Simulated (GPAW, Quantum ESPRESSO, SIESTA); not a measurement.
# Birch–Murnaghan line for zincblende CdTe, SIESTA DZP, PBE

Calculated with SIESTA 5.4.2: PBE; DZP orbitals, shift 0.01 Ry, mesh 400 Ry; k-mesh 6×6×6. The volume is changed in steps from typed lattice constants. V0 = 34.748 Å³ an atom is where a Birch–Murnaghan fit to this level's pressures, the withheld one apart, crosses zero; rows within 2.5 % of V0 are left out, since F is ill-conditioned there. The typed cell is scaled evenly, with no relaxation, and each row is a single point.

| volume (Å³/atom) | pressure (GPa) |
| --- | --- |
| 33.515 | 1.736 |
| 35.701 | -1.083 |
| 36.429 | ? |
| 37.158 | -2.487 |
| 37.886 | -3.213 |
| 38.615 | -3.658 |
| 39.344 | -3.934 |

**Question.** Fit the third-order Birch–Murnaghan equation to the rows given and interpolate to the withheld row.

Worked fit:

Take the Eulerian strain f = ½[(V0/V)^(2/3) − 1] and the normalised pressure F = P / [3f(1 + 2f)^(5/2)]. The third-order Birch–Murnaghan equation is then the line F = B0 + (3/2)B0(B′ − 4) f, so u = f and v = F.

```
      u = f  v = F (GPa)
  0.0121892      44.6995
-0.00893804      42.2522
 -0.0218601      42.4072
 -0.0280050      44.1708
 -0.0339643      42.8033
 -0.0397390      40.5892
```

With n = 6: mean u = -0.0200529, mean v = 42.8204, Σ(u − ū)² = 0.0018107, Σ(u − ū)(v − v̄) = 0.088441. Slope b = 0.088441 / 0.0018107 = 48.845; intercept a = v̄ − b ū = 43.800.

So B0 = 43.80 GPa and B′ = 4 + 2b/(3a) = 4.74. At the withheld volume f = -0.01550, F = 43.04 GPa, and P = 3f(1 + 2f)^(5/2) F.

Prediction at 36.429: -1.850 GPa. The run gave -1.762 GPa, so the fit is low by 0.088 GPa (5.0 % of the value).

 Among the rows given, the largest miss of the fit is at 37.886, by 0.13 GPa (2.2 % of the range of the table).

Limits: The nuclei are static. The DFT runs use Fermi–Dirac occupations of width 0.01 eV, and energies are free energies. The pressures scatter by 0.08 GPa r.m.s. about a smooth curve, which shows enlarged in F and loosens B′.

[Logs are printed without paths, hosts, clocks, repeated set-up lines and the standing remarks that a program may print on its own settings, such as how far it seeks lower states.]

[Hosts, paths, dates, database ids (printed as entryN), source tags and the programs' standing remarks are cut or masked in the printed files.]
